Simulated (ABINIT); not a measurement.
# BiBSe3 (Pm-3m): zone-centre phonons, part 2 of 3

Aim: the zone-centre modes of BiBSe3 (Pm-3m).

ABINIT 10.8.3; DFT LDA, scalar-relativistic, plane waves, HGH norm-conserving pseudopotentials.

So far. Step 5 (Relaxation): The volume changes by -0.7 % in this run and stands +11.3 % from the first cell. The relaxed cell has a = 4.524 Å (conventional setting).

The structure was built from a prototype and need not be the compound's stable phase.

**7. Zone-centre response**

At q = 0 one unit cell holds all displacements. The response is solved for single atoms along the cell's directions, and symmetry skips those that follow from others. The crystal is treated as a metal, which screens a static field, so no field response is asked.

File dfpt_gamma.abi:

```

# common to the responses
getwfk_filepath "gso_WFK"
kptopt 2
nqpt 1
qpt 0.0 0.0 0.0
asr 0
chneut 0

# displacements
rfphon 1
rfatpol 1 5
rfdir 1 1 1
tolvrs 1.0d-10
prtwf 0

# basis, mesh and filling
ecut 40.0
ixc 7
ngkpt 6 6 6
nshiftk 1
shiftk 0.0 0.0 0.0
istwfk *1
occopt 7
tsmear 0.01
nband 20
nstep 100
diemac 1000000.0
prtebands 0
prtgsr 0

# cell and atoms
acell 3*1.0 Angstrom
rprim 
    4.523995512 0.0 0.0
    0.0 4.523995512 0.0
    0.0 0.0 4.523995512
ntypat 3
znucl 83 5 34
natom 5
typat 1 2 3 3 3
xred 
    0.0 0.0 0.0
    0.5 0.5 0.5
    0.5 0.5 0.0
    0.5 0.0 0.5
    0.0 0.5 0.5
pp_dirpath "./pseudo"
pseudos "Bi.hgh, B.hgh, Se.hgh"
```

Run with:

```bash
> OMP_NUM_THREADS=1 mpirun -n 4 abinit dfpt_gamma.abi > dfpt_gamma.log
```

Numbers of over 12 decimals in the logs are rounded to 6 here.

dfpt_gamma.abo, the main output file:

```text
[banners, grids, parts of the stress and lines that vanish by symmetry left out]
- input  file    -> dfpt_gamma.abi
- output file    -> dfpt_gamma.abo
- root for input  files -> dfpt_gammai
- root for output files -> dfpt_gammao

 Symmetries : space group Pm -3 m (#221); Bravais cP (primitive cubic)
================================================================================
 Values of the parameters that define the memory need of the present run (RF).
     intxc =       0      iscf =       7    lmnmax =       6     lnmax =       6
     mgfft =      50  mpssoang =       3    mqgrid =    3001     natom =       5
  nloc_mem =       1    nspden =       1   nspinor =       1    nsppol =       1
      nsym =      48    n1xccc =       0    ntypat =       3    occopt =       7
   xclevel =       1
-    mband =          20        mffmem =           1         mkmem =          28
-   mkqmem =          28        mk1mem =          28           mpw =        7583
      nfft =      125000          nkpt =         112
- my_mband =          20
================================================================================
================================================================================

--------------------------------------------------------------------------------
------------- Echo of variables that govern the present computation ------------
--------------------------------------------------------------------------------
-
- outvars: echo of selected default values
-   iomode0 =  0 , fftalg0 =312 , wfoptalg0 =  0
-
- outvars: echo of global parameters not present in the input file
-  max_nthreads =    1
-
 -outvars: echo values of preprocessed input variables
 [... echo left out ...]
================================================================================

 chkinp: Checking input parameters for consistency.

[...]
== DATASET  1 ==================================================================
-   mpi_nproc: 4, omp_nthreads: 1 (-1 if OMP is not activated)

--- !DatasetInfo
iteration_state: {dtset: 1, }
dimensions: {natom: 5, nkpt: 112, mband: 20, nsppol: 1, nspinor: 1, nspden: 1, mpw: 7583, }
cutoff_energies: {ecut:  40.0, pawecutdg:  -1.0, }
electrons: {nelect:   2.60000000E+01, charge:   0.00000000E+00, occopt:   7.00000000E+00, tsmear:   1.00000000E-02, }
meta: {optdriver: 1, rfphon: 1, }
...

 mkfilename: getwfk from: gso_WFK

 Exchange-correlation functional for the present dataset will be:
  LDA: Perdew-Wang 92 LSD fit to Ceperley-Alder data - ixc=7
 Citation for XC functional:
  J.P.Perdew and Y.Wang, PRB 45, 13244 (1992)

 Real(R)+Recip(G) space primitive vectors, cartesian coordinates (Bohr,Bohr^-1):
 R(1)=  8.5491125  0.0000000  0.0000000  G(1)=  0.1169712  0.0000000  0.0000000
 R(2)=  0.0000000  8.5491125  0.0000000  G(2)=  0.0000000  0.1169712  0.0000000
 R(3)=  0.0000000  0.0000000  8.5491125  G(3)=  0.0000000  0.0000000  0.1169712
 Unit cell volume ucvol=  6.2483176E+02 bohr^3
 Angles (23,13,12)=  9.00000000E+01  9.00000000E+01  9.00000000E+01 degrees
 setup1 : take into account q-point for computing boxcut.

 getcut: wavevector=  0.0000  0.0000  0.0000  ngfft=  50  50  50
         ecut(hartree)=     40.000   => boxcut(ratio)=   2.05425

--- Pseudopotential description ------------------------------------------------
- pspini: atom type   1  psp file is ./pseudo/Bi.hgh

- pspini: atom type   2  psp file is ./pseudo/B.hgh

- pspini: atom type   3  psp file is ./pseudo/Se.hgh

   1.65585112E+03                                ecore*ucvol(ha*bohr**3)
--------------------------------------------------------------------------------

 ==>  initialize data related to q vector <==

 The list of irreducible perturbations for this q vector is:
    1)    idir= 1    ipert=   1
    2)    idir= 1    ipert=   2
    3)    idir= 1    ipert=   3
    4)    idir= 3    ipert=   3

[...]
The perturbation idir=   2  ipert=   1 is
 symmetric of a previously calculated perturbation.
 So, its SCF calculation is not needed.

 The perturbation idir=   3  ipert=   1 is
 symmetric of a previously calculated perturbation.
 So, its SCF calculation is not needed.

 The perturbation idir=   2  ipert=   2 is
 symmetric of a previously calculated perturbation.
 So, its SCF calculation is not needed.

 The perturbation idir=   3  ipert=   2 is
 symmetric of a previously calculated perturbation.
 So, its SCF calculation is not needed.

[...]
The perturbation idir=   2  ipert=   5 is
 symmetric of a previously calculated perturbation.
 So, its SCF calculation is not needed.

 The perturbation idir=   3  ipert=   5 is
 symmetric of a previously calculated perturbation.
 So, its SCF calculation is not needed.

--------------------------------------------------------------------------------
 Perturbation wavevector (in red.coord.)   0.000000  0.000000  0.000000
 Perturbation : displacement of atom   1   along direction   1
 Found     8 symmetries that leave the perturbation invariant.

[...]
dfpt_looppert : total number of electrons, from k and k+q
  fully or partially occupied states are    2.600000E+01 and    2.600000E+01.
 Initialisation of the first-order wave-functions :
  ireadwf=   0

--- !BeginCycle
iteration_state: {dtset: 1, }
solver: {iscf: 7, nstep: 100, nline: 4, wfoptalg: 0, }
tolerances: {tolvrs: 1.00E-10, }
...

     iter   2DEtotal(Ha)        deltaE(Ha) residm    vres2
-ETOT  1   53.612294237760     -7.964E+01 1.210E+00 3.449E+05
 ETOT  2 -2.70177869582113E-02 -5.364E+01 1.804E-01 1.674E+03
 ETOT  3 -0.523622     -4.966E-01 8.308E-03 3.415E+02
 ETOT  4 -0.575406     -5.178E-02 8.322E-04 1.017E+00
 ETOT  5 -0.575570     -1.636E-04 5.791E-05 4.225E-03
[...]
At SCF step   11       vres2   =  1.32E-12 < tolvrs=  1.00E-10 =>converged.
[...]
Mean square residual over all n,k,spin=   19.646E-13; max=  10.271E-10

 Thirteen components of 2nd-order total energy (hartree) are
 1,2,3: 0th-order hamiltonian combined with 1st-order wavefunctions
     kin0=   1.10256964E+02 eigvalue=   6.76387549E-01  local=  -1.98243062E+01
 4,5,6: 1st-order hamiltonian combined with 1st and 0th-order wfs
 loc psp =  -1.54635980E+02  Hartree=   2.69494267E+01     xc=  -1.21615714E+01
 note that "loc psp" includes a xc core correction that could be resolved
 7,8,9: eventually, occupation + non-local contributions
    edocc=   1.20576155E+01     enl0=   1.58692175E+01   enl1=  -1.13011486E+02
 1-9 gives the relaxation energy (to be shifted if some occ is /=2.0)
   erelax=  -1.33823733E+02
 10,11,12 Non-relaxation  contributions : frozen-wavefunctions and Ewald
 fr.local=   2.59538940E+01 fr.nonlo=   5.58476447E+01  Ewald=   5.14466234E+01
 13,14 Frozen wf xc core corrections (1) and (2)
 frxc 1  =   0.00000000E+00  frxc 2 =   0.00000000E+00
 Resulting in :
 2DEtotal=   -0.5755709643E+00 Ha. Also 2DEtotal=   -0.156620838209E+02 eV
    (2DErelax=   -1.3382373311E+02 Ha. 2DEnonrelax=    1.3324816214E+02 Ha)
    (  non-var. 2DEtotal :   -5.7557101323E-01 Ha)

[...]
Perturbation wavevector (in red.coord.)   0.000000  0.000000  0.000000
 Perturbation : displacement of atom   2   along direction   1
 Found     8 symmetries that leave the perturbation invariant.

[...]
dfpt_looppert : total number of electrons, from k and k+q
  fully or partially occupied states are    2.600000E+01 and    2.600000E+01.
 Initialisation of the first-order wave-functions :
  ireadwf=   0

--- !BeginCycle
iteration_state: {dtset: 1, }
solver: {iscf: 7, nstep: 100, nline: 4, wfoptalg: 0, }
tolerances: {tolvrs: 1.00E-10, }
...

     iter   2DEtotal(Ha)        deltaE(Ha) residm    vres2
-ETOT  1   87.979931331592     -2.272E+02 1.433E+00 4.657E+05
[...]
At SCF step   11       vres2   =  3.40E-11 < tolvrs=  1.00E-10 =>converged.
[...]
Mean square residual over all n,k,spin=   42.801E-13; max=  14.673E-10

 Thirteen components of 2nd-order total energy (hartree) are
 1,2,3: 0th-order hamiltonian combined with 1st-order wavefunctions
     kin0=   3.91942685E+02 eigvalue=  -6.04797788E+00  local=  -2.53661069E+02
 4,5,6: 1st-order hamiltonian combined with 1st and 0th-order wfs
 loc psp =  -7.46018803E+01  Hartree=   3.88237803E+01     xc=  -1.18201110E+01
 note that "loc psp" includes a xc core correction that could be resolved
 7,8,9: eventually, occupation + non-local contributions
    edocc=   1.34894278E+01     enl0=   1.46116934E+02   enl1=  -5.63085460E+02
 1-9 gives the relaxation energy (to be shifted if some occ is /=2.0)
   erelax=  -3.18843670E+02
 10,11,12 Non-relaxation  contributions : frozen-wavefunctions and Ewald
 fr.local=  -4.99848145E+00 fr.nonlo=   2.86389604E+02  Ewald=   3.38077811E+01
 13,14 Frozen wf xc core corrections (1) and (2)
 frxc 1  =   0.00000000E+00  frxc 2 =   0.00000000E+00
 Resulting in :
 2DEtotal=   -0.3644766515E+01 Ha. Also 2DEtotal=   -0.991791494028E+02 eV
    (2DErelax=   -3.1884367036E+02 Ha. 2DEnonrelax=    3.1519890385E+02 Ha)
    (  non-var. 2DEtotal :   -3.6447662139E+00 Ha)

[...]
Perturbation wavevector (in red.coord.)   0.000000  0.000000  0.000000
 Perturbation : displacement of atom   3   along direction   1
 Found     4 symmetries that leave the perturbation invariant.

[...]
dfpt_looppert : total number of electrons, from k and k+q
  fully or partially occupied states are    2.600000E+01 and    2.600000E+01.
 Initialisation of the first-order wave-functions :
  ireadwf=   0

--- !BeginCycle
iteration_state: {dtset: 1, }
solver: {iscf: 7, nstep: 100, nline: 4, wfoptalg: 0, }
tolerances: {tolvrs: 1.00E-10, }
...

     iter   2DEtotal(Ha)        deltaE(Ha) residm    vres2
-ETOT  1   219.45066262116     -2.133E+02 1.414E+00 1.227E+06
[...]
At SCF step   12       vres2   =  8.40E-12 < tolvrs=  1.00E-10 =>converged.
[...]
Mean square residual over all n,k,spin=   20.090E-13; max=  10.523E-10

 Thirteen components of 2nd-order total energy (hartree) are
 1,2,3: 0th-order hamiltonian combined with 1st-order wavefunctions
     kin0=   4.30257244E+02 eigvalue=  -6.53979442E+00  local=  -2.40850771E+02
 4,5,6: 1st-order hamiltonian combined with 1st and 0th-order wfs
 loc psp =  -1.99689844E+02  Hartree=   1.04557366E+02     xc=  -3.78648474E+01
 note that "loc psp" includes a xc core correction that could be resolved
 7,8,9: eventually, occupation + non-local contributions
    edocc=   1.90084735E+01     enl0=   1.63341949E+02   enl1=  -6.64129395E+02
 1-9 gives the relaxation energy (to be shifted if some occ is /=2.0)
   erelax=  -4.31909619E+02
 10,11,12 Non-relaxation  contributions : frozen-wavefunctions and Ewald
 fr.local=   7.39243206E+01 fr.nonlo=   3.34720196E+02  Ewald=   2.40859227E+01
 13,14 Frozen wf xc core corrections (1) and (2)
 frxc 1  =   0.00000000E+00  frxc 2 =   0.00000000E+00
 Resulting in :
 2DEtotal=    0.8208198988E+00 Ha. Also 2DEtotal=    0.223356473043E+02 eV
    (2DErelax=   -4.3190961912E+02 Ha. 2DEnonrelax=    4.3273043902E+02 Ha)
    (  non-var. 2DEtotal :    8.2081983319E-01 Ha)

[...]
Perturbation wavevector (in red.coord.)   0.000000  0.000000  0.000000
 Perturbation : displacement of atom   3   along direction   3
 Found     8 symmetries that leave the perturbation invariant.

--------------------------------------------------------------------------------

--------------------------------------------------------------------------------

 dfpt_looppert : total number of electrons, from k and k+q
  fully or partially occupied states are    2.600000E+01 and    2.600000E+01.
 Initialisation of the first-order wave-functions :
  ireadwf=   0

--- !BeginCycle
iteration_state: {dtset: 1, }
solver: {iscf: 7, nstep: 100, nline: 4, wfoptalg: 0, }
tolerances: {tolvrs: 1.00E-10, }
...

     iter   2DEtotal(Ha)        deltaE(Ha) residm    vres2
-ETOT  1   264.30567615308     -1.652E+02 1.944E+00 1.428E+06
[...]
ETOT 11   1.079378      4.093E-12 7.775E-10 3.280E-10
 ETOT 12   1.079378     -1.842E-11 2.279E-10 2.474E-11

 At SCF step   12       vres2   =  2.47E-11 < tolvrs=  1.00E-10 =>converged.
[...]
Mean square residual over all n,k,spin=   75.341E-14; max=  22.790E-11

 Thirteen components of 2nd-order total energy (hartree) are
 1,2,3: 0th-order hamiltonian combined with 1st-order wavefunctions
     kin0=   4.14813864E+02 eigvalue=  -2.24538393E+00  local=  -2.21958098E+02
 4,5,6: 1st-order hamiltonian combined with 1st and 0th-order wfs
 loc psp =  -1.96913971E+02  Hartree=   1.06044810E+02     xc=  -3.60380453E+01
 note that "loc psp" includes a xc core correction that could be resolved
 7,8,9: eventually, occupation + non-local contributions
    edocc=   2.70238646E+01     enl0=   1.40804808E+02   enl1=  -6.59977666E+02
 1-9 gives the relaxation energy (to be shifted if some occ is /=2.0)
   erelax=  -4.28445819E+02
 10,11,12 Non-relaxation  contributions : frozen-wavefunctions and Ewald
 fr.local=  -1.88406973E+01 fr.nonlo=   3.20149316E+02  Ewald=   1.28216578E+02
 13,14 Frozen wf xc core corrections (1) and (2)
 frxc 1  =   0.00000000E+00  frxc 2 =   0.00000000E+00
 Resulting in :
 2DEtotal=    0.1079377500E+01 Ha. Also 2DEtotal=    0.293713580661E+02 eV
    (2DErelax=   -4.2844581859E+02 Ha. 2DEnonrelax=    4.2952519609E+02 Ha)
    (  non-var. 2DEtotal :    1.0793773281E+00 Ha)

[...]
---- first-order wavefunction calculations are completed ----

 ==> Compute Derivative Database <==

 [... matrices left out ...]
  Phonon wavevector (reduced coordinates) :  0.00000  0.00000  0.00000
 Phonon energies in Hartree :
  -1.662663E-03 -1.662663E-03 -1.662663E-03 -1.953849E-04 -1.953849E-04
  -1.953849E-04  2.689979E-05  2.689979E-05  2.689979E-05  1.401459E-04
   1.401459E-04  1.401459E-04  6.998347E-04  6.998347E-04  6.998347E-04
 Phonon frequencies in cm-1    :
- -3.649123E+02 -3.649123E+02 -3.649123E+02 -4.288202E+01 -4.288202E+01
- -4.288202E+01  5.903822E+00  5.903822E+00  5.903822E+00  3.075846E+01
-  3.075846E+01  3.075846E+01  1.535960E+02  1.535960E+02  1.535960E+02

== END DATASET(S) ==============================================================
================================================================================

 -outvars: echo values of variables after computation
            acell      1.8897261259E+00  1.8897261259E+00  1.8897261259E+00 Bohr
           etotal      1.0793775003E+00
            fcart      0.0000000000E+00  0.0000000000E+00  0.0000000000E+00
           strten      0.0000000000E+00  0.0000000000E+00  0.0000000000E+00
================================================================================
```

It took 3.8 min on 4 MPI ranks of Arm Neoverse V2, shared host; 15 min of CPU time.

Numbers from this step:

```yaml
largest_acoustic_frequency_at_the_zone_centre_before_the_sum_rule: 5.9 cm⁻¹
highest_optical_zone_centre_mode_no_lo_to_term: 153.6 cm⁻¹
lowest_optical_zone_centre_mode: -364.9 cm⁻¹
```

The acoustic modes at Γ come out as far as 5.9 cm⁻¹ from zero, where they should vanish, a small numerical error. The lowest optical mode is imaginary, 365i cm⁻¹, an instability at this level and on this k mesh.

[end of part 2 of 3]

[Host names and launcher messages were left out of these logs when they were recorded.]

[Logs are printed without paths, hosts, clocks, repeated set-up lines and the standing remarks that a program may print on its own settings, such as how far it seeks lower states.]

[Hosts, paths, dates, database ids (printed as entryN), source tags and the programs' standing remarks are cut or masked in the printed files.]
